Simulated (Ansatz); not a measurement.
## BeCo (Pm-3m): from the cell to its phonons

Wanted: vibrations and spectra of BeCo (Pm-3m); the cell is already relaxed. After the zone centre comes a 2×2×2 q mesh on a 16×16×16 k mesh.

Calculated with Ansatz 0.2.0; DFT PBEsol, scalar-relativistic, plane waves, PseudoDojo norm-conserving pseudopotentials.

## Step 1: The starting structure

The structure is cubic, space group Pm-3m (No. 221). The conventional cell has a = 2.568 Å, b = 2.568 Å, c = 2.568 Å, α = 90.00°, β = 90.00°, γ = 90.00°. Be has 8 Co at 2.22 Å nearest. Nearest to Co lie 8 Be at 2.22 Å. Farther neighbours are not listed.

## Step 2: Zone-centre response

The cell comes from relaxations at this level that are not shown. The zone centre comes first: it holds the modes that light can see, as far as symmetry allows. No field response is asked, since the mesh shows no gap.

The input, input.yaml:

```yaml
crystal:
  lattice:
    - [2.5675119103, 0.0, 0.0]
    - [0.0, 2.5675119103, 0.0]
    - [0.0, 0.0, 2.5675119103]
  atoms:
    - { symbol: Be, position: [0.0, 0.0, 0.0] }
    - { symbol: Co, position: [0.5, 0.5, 0.5], spin: -0.45 }
kpoints:
  mp_grid: { grid: [16, 16, 16] }
hamiltonian:
  xc: pbesol
  pseudopotentials: { kind: nc, accuracy: standard }
scf:
  occupations: { method: gaussian, width: 0.15 }
output:
  eigenvalues: true
  populations: true
magnetization:
  spin_polarized: true
phonons:
  method: dfpt
```

Started as:

```sh
$ ansatz run input.yaml --threads 4 --pin off --max-ram 7168MiB --backend cpu --events-out ev --progress --plain --runs-dir out
```

Numbers of over 12 decimals in the logs are rounded to 6 here.

The program printed:

```text
Engine: ansatz 0.2.0, aarch64-unknown-linux-gnu
Pseudopotentials: kind: nc
Pseudopotential: Be, nc, valence charge 4, recommended cutoff 1197.300995 eV (normal), Be.nc.azcp (PseudoDojo's, or run here from an input of PseudoDojo's; its table is named by hamiltonian.pseudopotentials.accuracy)
Pseudopotential: Co, nc, valence charge 17, recommended cutoff 1306.14654 eV (normal), Co.nc.azcp (PseudoDojo's, or run here from an input of PseudoDojo's; its table is named by hamiltonian.pseudopotentials.accuracy)
Functional definition: PBEsol
  exchange = pbesol_x
  correlation = pbesol_c
Crystal: 2 atoms, lattice volume = 16.925 Å³
Basis set: ecut = 1306.14654 eV, 1839 PW (Γ), exchange–correlation on 64×64×64 points (8 copies of the dense FFT grid, shifted against one another)
Bands: 15, of which v1, the nominal top of the filled ones, is band 11 counted from 1 (10 counted from 0)
Symmetry: 48 space group operations
Space group: Pm-3m (ITA 221), of the structure as read, at distance tolerance 2.6e-5 Å
Magnetic group: BNS 221.92 (UNI 1594), of the structure as read, at distance tolerance 2.6e-5 Å
k-points: 165 of 4096
Non-local potential: Be, projectors of the file, l = 0: 2, l = 1: 2
Non-local potential: Co, projectors of the file, l = 0: 2, l = 1: 2, l = 2: 2
Initial density: superposition of atomic densities (chi_scale 0.1, normalization cell)
Starting moments: Σ|m| = 0.45 μB on 1 of 2 sites
Initial wavefunctions: pseudopotential atomic-orbital guess
Functional: x = pbesol(κ = 0.804, μ = 0.123457), c = pbesol(β = 0.046)
SCF 1 converged in 10 iterations: F = -4537.102029 eV  dr2 = 8.54e-12
a single point of the input's cell can leave the moments in the input for a lower state (scf.lower_state_search): this run first made a single point of its cell. This run's own SCFs start from the density of the state that the single point found, with the moments in the input. The single point stayed on the moments in the input.
k-points: 405 of 4096 (irreducible under 8 space group operations, time reversal used)
Initial density: read from a saved state, or passed on in memory by an earlier SCF of this step, an earlier step, the calling program or the single point that the run made first
Stability of the state it starts from, as read at its close in the collinear treatment: not read negative (Ritz values of 1 − χ₀K, real part plus size of imaginary part, from 0.35 to 0.39, by its mixing steps under the symmetry group of the SCF that read it); its run was given moments
Starting moments: Σ|m| = 0.45 μB on 1 of 2 sites; this step starts from the density that it was given
iter 1 solved again at ethr=4.23e-7 eV; its pass at ethr=3.10e-3 eV (dr2=8.88e-5 eV) is discarded
SCF iter   1: F=—  HF=-4537.102048 eV  |F-HF|=—  |Δ(HF+E_count)|=         —  Δρ=1.74e-6 (↑7.83e-7 ↓1.74e-6)  dr2=2.83e-10  dr2_m=7.02e-11  M=-0.391 μB ∫|m|=0.452 μB  β_m=0.30  ethr=4.23e-7  ⟨swp⟩=3.1  Hψ=100236  notcnv=0
eigensolver tolerance schedule: the retry pair's looser diagonalisation over-reported the residual by 314136.46 of it (diagonalisation noise at an unbounded share of the residual, at the tolerance the schedule requests for it); recorded, not acted on — ethr = c·dr2/N_el stays at c = 1.0e-1
preconditioner: auto → none  [metal: Δε(μ)=0.010 eV  Ē_g=10.287 eV  σ=0.150 eV  W_gap=0.04  n_scr=6 (ndim 8)  ℏωp=29.9 eV  f_vac=0.000  D(μ)=1.69/eV (n_scr^D=26)]
SCF iter   2: F=—  HF=-4537.102029 eV  |F-HF|=—  |Δ(HF+E_count)|=   1.92e-5  Δρ=7.21e-7 (↑5.15e-7 ↓7.21e-7)  dr2=1.25e-10  dr2_m=9.38e-12  M=-0.391 μB ∫|m|=0.452 μB  β_m=0.26  ethr=1.35e-12  ⟨swp⟩=4.5  Hψ=35453  notcnv=0
SCF iter   3: F=—  HF=-4537.102029 eV  |F-HF|=—  |Δ(HF+E_count)|=  2.18e-11  Δρ=4.37e-7 (↑2.41e-7 ↓4.37e-7)  dr2=1.38e-11  dr2_m=7.49e-12  M=-0.391 μB ∫|m|=0.452 μB  β_m=0.24  ethr=1.00e-12  ⟨swp⟩=1.0  Hψ=12157  notcnv=0
SCF iter   4: F=-4537.102029 eV  HF=-4537.102029 eV  |F-HF|=3.64e-12  |Δ(HF+E_count)|=  2.73e-12  Δρ=3.61e-7 (↑1.97e-7 ↓3.61e-7)  dr2=9.42e-12  dr2_m=5.33e-12  M=-0.391 μB ∫|m|=0.452 μB  ethr=1.00e-12  ⟨swp⟩=6.4  Hψ=55341  notcnv=0
SCF 2 converged in 4 iterations: F = -4537.102029 eV  dr2 = 9.42e-12
DFPT response loops at Γ: preconditioner auto → Kerker (q_TF=auto, 2.828 Å⁻¹) (partly filled bands, converged f_vac=0.000); β = 1.00, the filter's whole step (`scf.mixing.beta` (0.30) is not read by the response loops under this deck's `scf.mixing.preconditioner`; to damp them name `kerker` or `kerker_dos`, under which they read `scf.mixing.beta`, and type it under 1.00, their step now; both keys bind the ground state too); Broyden in place of MSR1
SCF converged after 4 iterations
Magnetization: -0.3911 μB (10.3044 up, 10.6956 down)
Absolute magnetization: 0.4519 μB (∫|ρ↑−ρ↓|)
Spin contamination: 0.0027 ħ² per cell (⟨S²⟩ above its minimum at these occupations)
Per-site moments (μB) at R_I (Å): [(0.018264, 0.917206), (-0.412539, 0.917206)]
Free energy (F): -4537.102029 eV
Harris-Foulkes:  -4537.102029 eV  (|F-HF|=3.64e-12)
Internal energy: -4537.082963 eV  (E = F + TS)
E sigma→0 (E₀):  -4537.092496 eV
Entropy (-TS):   -0.019065 eV (-9.533 meV/atom)
Fermi energy:    15.727284 eV
--- Per-component energies (eV) ---
  E_band       = -426.927860
  E_kinetic    = 2079.604849
  E_local      = -3480.408083  (includes V_loc(G=0)·N_el)
  E_nonlocal   = -791.469912
  E_hartree    = 1210.861409
  E_xc         = -823.147101
  E_vxc        = -656.377579  (∫ρ·V_xc dr)
  E_ewald      = -2732.524125
  E_smearing   = -0.019065  (= −TS)
  E_closure    = 0.000000  (closes the sum)
  Σ components = -4537.102029   (vs F -4537.102029, Δ=0.00e0)
--- Band table (eV; the first three rows and the last of 810) ---
  k-point 0 ↑: bands = [... 7 lower, 13.0163, 15.9599, 15.9599, 15.9599, 23.5640, 23.5640, 23.5640, 31.3129]
  k-point 1 ↑: bands = [... 7 lower, 13.0356, 15.8960, 15.8960, 15.9640, 23.1085, 23.7060, 23.7060, 31.3128]
  k-point 2 ↑: bands = [... 7 lower, 13.0908, 15.7225, 15.7225, 15.9757, 22.0336, 24.1139, 24.1139, 31.3125]
  k-point 404 ↓: bands = [... 7 lower, 11.5395, 16.2280, 16.2280, 22.5098, 22.5098, 22.5098, 23.1890, 23.1890]
--- Phonons (Γ-DFPT): 2 representative perturbations + reference, on 405 of 4096 k-points (Σ response iterations 6) ---
  k mesh reduced under 8 symmetry operations, with k and −k counted as one. Each operation leaves every solved perturbation unchanged. A smaller set is not used because it would not reduce the number of displacements times k-points to solve
  ASR residual: 1.008e-3 → 0.000e0 eV/Å²; symmetrization residual: 1.546e-6 eV/Å²
  ASR residual per site (eV/Å²): 1.42e-4 1.01e-3
  Γ frequencies (cm⁻¹): 0.00 0.00 0.00 542.58 542.58 542.58
  non-analytic LO–TO correction: not included (Born effective charges unavailable; polar crystals: no LO–TO splitting at Γ)
--- Löwdin populations: 2 sites ---
  site symbol       q [e]    m [muB]
     0     Be      3.0524     0.0049
     1     Co     17.2138    -0.4201
  spilling = 0.034944 (of n_electrons = 21.000000)
```

Wall time 57 s (4 threads of Arm Neoverse V2, shared host); peak memory 1.8 GiB; 3.7 min of CPU time.

The column dr2 measures how far the density is from self-consistency, as an energy; F and HF (Harris–Foulkes) agree once it is small.

Numbers from this step:

```yaml
magnetization: -0.3911 μB
absolute_magnetization: 0.4519 μB
site_moments: 0.01826, -0.4125 μB
volume_per_atom: 8.463 Å³
gap_on_the_k_mesh: 0 eV
sum_rule_residual_before_enforcement: 0.001008 eV/Å²
point_group: m-3m
highest_optical_mode_at_the_zone_centre_no_lo_to_term: 542.6 cm⁻¹
lowest_optical_zone_centre_mode: 542.6 cm⁻¹
```

Patterns of degenerate modes are one choice out of their space. The modes at Γ (shares of kinetic energy by element, %):

| mode | frequency (cm⁻¹) | symmetry | Be % | Co % |
| --- | --- | --- | --- | --- |
| 1 | 0.0 | acoustic | 13 | 87 |
| 2 | 0.0 | acoustic | 13 | 87 |
| 3 | 0.0 | acoustic | 13 | 87 |
| 4 | 542.6 | T1u | 87 | 13 |
| 5 | 542.6 | T1u | 87 | 13 |
| 6 | 542.6 | T1u | 87 | 13 |

Displacements in mode 5 (542.6 cm⁻¹), the largest set to 1:
```
Be1  0.00  1.00 -0.20
Co2  0.00 -0.15  0.03
```

Before it was imposed, the acoustic sum rule was missed by 0.0010 eV/Å². Small misses are needed for a sound result but don't prove that mesh and cutoff are converged. The lowest optical mode is real, 543 cm⁻¹.

## Step 3: Response at finite wavevector

Stability and thermal properties need the whole zone. Linear response on a 2×2×2 q mesh gives force constants as far as a supercell of that size would.

input.yaml, as its differences from that of step 2:

```diff
@@ -22 +22,8 @@
   method: dfpt
+  qmesh: [2, 2, 2]
+  temperatures: { t_max: 1000, t_step: 50 }
+  qpath:
+    path:
+      - [[0.0, 0.0, 0.0], [0.0, 0.5, 0.0], [0.5, 0.5, 0.0], [0.0, 0.0, 0.0], [0.5, 0.5, 0.5], [0.0, 0.5, 0.0]]
+      - [[0.5, 0.5, 0.5], [0.5, 0.5, 0.0]]
+    npoints: 10
```

The program printed:

```text
[...]
Crystal: 2 atoms, lattice volume = 16.925 Å³
Basis set: ecut = 1306.14654 eV, 1839 PW (Γ), exchange–correlation on 64×64×64 points (8 copies of the dense FFT grid, shifted against one another)
Bands: 15, of which v1, the nominal top of the filled ones, is band 11 counted from 1 (10 counted from 0)
Symmetry: 48 space group operations
[...]
k-points: 165 of 4096
[...]
Starting moments: Σ|m| = 0.45 μB on 1 of 2 sites
[...]
SCF 1 converged in 10 iterations: F = -4537.102029 eV  dr2 = 8.54e-12
[...]
SCF iter   5: F=-4537.102029 eV  HF=-4537.102029 eV  |F-HF|=1.82e-12  |Δ(HF+E_count)|=  9.09e-13  Δρ=1.11e-7 (↑7.21e-8 ↓1.11e-7)  dr2=1.35e-12  dr2_m=2.46e-13  M=-0.391 μB ∫|m|=0.452 μB  ethr=1.00e-12  ⟨swp⟩=5.2  Hψ=18836  notcnv=0
SCF 2 converged in 5 iterations: F = -4537.102029 eV  dr2 = 1.35e-12
[...]
SCF iter   4: F=-4537.102029 eV  HF=-4537.102029 eV  |F-HF|=6.37e-12  |Δ(HF+E_count)|=  1.82e-12  Δρ=2.99e-7 (↑1.55e-7 ↓2.99e-7)  dr2=8.84e-12  dr2_m=1.73e-12  M=-0.391 μB ∫|m|=0.452 μB  ethr=1.00e-12  ⟨swp⟩=3.5  Hψ=13449  notcnv=0
SCF 3 converged in 4 iterations: F = -4537.102029 eV  dr2 = 8.84e-12
phonons: the bands overlap, so this run is a metal and interpolates without the dipole-dipole term. If the crystal is really an insulator or semiconductor, its LO-TO splitting is missing
NSCF: frozen V_eff on 165 k-points
WARN: eigensolver did not converge (σ=↑ k=82): 1 band(s) unlocked after 20 sweeps at ethr=1.04e-12 eV (storage-precision floor; scheduled 1.00e-12 eV) (lowest unlocked band 14, counted from 0; max residual 4.17e-6 eV among the unlocked bands, 4.17e-6 eV over every band; other slots of this pass that fall short are told together in one closing line; warning suppressed until the next SCF loop or pass starts)
WARN: eigensolver did not converge in 5 slots of this pass, the one above among them; of largest residual over every band (σ=↓ k=83): 1 band(s) unlocked (lowest unlocked band 14, counted from 0; max residual 3.65e-5 eV among the unlocked bands, 3.65e-5 eV over every band); of lowest unlocked band (σ=↑ k=82): band 14
[...]
DFPT response loops at q = (0, 0, 0) (fractional): preconditioner auto → Kerker (q_TF=auto, 2.828 Å⁻¹) (partly filled bands, converged f_vac=0.000); β = 1.00, the filter's whole step (`scf.mixing.beta` (0.30) is not read by the response loops under this deck's `scf.mixing.preconditioner`; to damp them name `kerker` or `kerker_dos`, under which they read `scf.mixing.beta`, and type it under 1.00, their step now; both keys bind the ground state too); Broyden in place of MSR1
[...]
SCF converged after 5 iterations
Magnetization: -0.3911 μB (10.3044 up, 10.6956 down)
Absolute magnetization: 0.4519 μB (∫|ρ↑−ρ↓|)
[...]
Per-site moments (μB) at R_I (Å): [(0.018265, 0.917206), (-0.412539, 0.917206)]
Free energy (F): -4537.102029 eV
[...]
Internal energy: -4537.082963 eV  (E = F + TS)
E sigma→0 (E₀):  -4537.092496 eV
Entropy (-TS):   -0.019065 eV (-9.533 meV/atom)
Fermi energy:    15.727284 eV
[...]
--- Band table (eV; the first three rows and the last of 330) ---
  k-point 0 ↑: bands = [... 7 lower, 13.0163, 15.9599, 15.9599, 15.9599, 23.5640, 23.5640, 23.5640, 31.3129]
  k-point 1 ↑: bands = [... 7 lower, 13.0356, 15.8960, 15.8960, 15.9640, 23.1085, 23.7060, 23.7060, 31.3128]
  k-point 2 ↑: bands = [... 7 lower, 13.0908, 15.7225, 15.7225, 15.9757, 22.0336, 24.1139, 24.1139, 31.3125]
  k-point 164 ↓: bands = [... 7 lower, 11.5395, 16.2280, 16.2280, 22.5098, 22.5098, 22.5098, 23.1890, 23.1890]
--- Phonons (Γ-DFPT): 2 representative perturbations + reference (Σ response iterations 6) ---
  ASR residual: 2.705e-4 → 0.000e0 eV/Å²; symmetrization residual: 4.291e-7 eV/Å²
  ASR residual per site (eV/Å²): 5.08e-5 2.71e-4
  Γ frequencies (cm⁻¹): 0.00 0.00 0.00 542.58 542.58 542.58
--- Phonons (arbitrary-q DFPT): 4 irreducible q on the 2×2×2 mesh ---
  q = [0.0000, 0.0000, 0.0000] (star 1, of the zone-centre solve; hermiticity 1.01e-7, symmetrization 5.04e-15): -0.00 0.00 0.00 542.58 542.58 542.58
  q = [0.0000, 0.0000, -0.5000] (star 3, 4 solved perturbations in 2268 linear systems a pass and spin channel, the states on 729 of 4096 k-point pairs; hermiticity 4.34e-13, symmetrization 7.00e-13, the responses' own estimated error 3.9e-5 eV/Å²): 213.47 213.47 264.46 466.42 531.68 531.68
[...]
q = [-0.5000, -0.5000, -0.5000] (star 1, 2 solved perturbations on 405 of 4096 k-point pairs; hermiticity 1.68e-12, symmetrization 1.81e-12, the responses' own estimated error 3.8e-5 eV/Å²): 264.17 264.17 264.17 533.78 533.78 533.78
  sum rule: each row above includes the acoustic sum rule's correction from the zone centre's row sums; it moved no ω² by more than (1.24 cm⁻¹)²
  mesh force constants: q→R imaginary residual 2.26e-17; ASR residual 2.705e-4 → 0.000e0 eV/Å²; symmetrization residual 1.954e-14 eV/Å²
  interpolated dispersion: 62 rows × 6 modes
  density of states and harmonic sums: on the 24×24×24 q-mesh, interpolated from the force constants of a 2×2×2 supercell (no non-analytic term)
  largest difference from the sums on the solved wave vectors: F 5.45e-2 eV, S 8.68e-5 and C_V 3.23e-5 eV/K
  zero-point energy: 0.133809 eV/cell   skipped modes (ω ≤ 0): 3   left out of the sums: 3.62e-5 of the cell's modes: C_V's classical limit lies that fraction below 3 k_B per atom; for a crystal, a wire or a layer, F and S can be off by more, and a phonons.interpolated_qmesh denser along its periods is the remedy for the sampling
--- Löwdin populations: 2 sites ---
  site symbol       q [e]    m [muB]
     0     Be      3.0524     0.0049
     1     Co     17.2138    -0.4201
  spilling = 0.034944 (of n_electrons = 21.000000)
```

The job ended after 3.9 min (4 threads; peak memory 3.7 GiB; 15 min of CPU time).

Numbers from this step:

* sum-rule residual before enforcement: 2.71e-4 eV/Å²
* lowest frequency on the path: 0 cm⁻¹
* highest frequency on the path or at a solved wavevector: 543.1 cm⁻¹
* mean frequency: 359.8 cm⁻¹
* lowest mode on the q mesh (acoustic modes at Γ apart): 124.4 cm⁻¹
* edges of the widest gap between branches, on path and mesh: 264.5, 466.4 cm⁻¹

[end of part 1 of 2]

[Logs are printed without paths, hosts, clocks, repeated set-up lines and the standing remarks that a program may print on its own settings, such as how far it seeks lower states.]

[Hosts, paths, dates, database ids (printed as entryN), source tags and the programs' standing remarks are cut or masked in the printed files.]
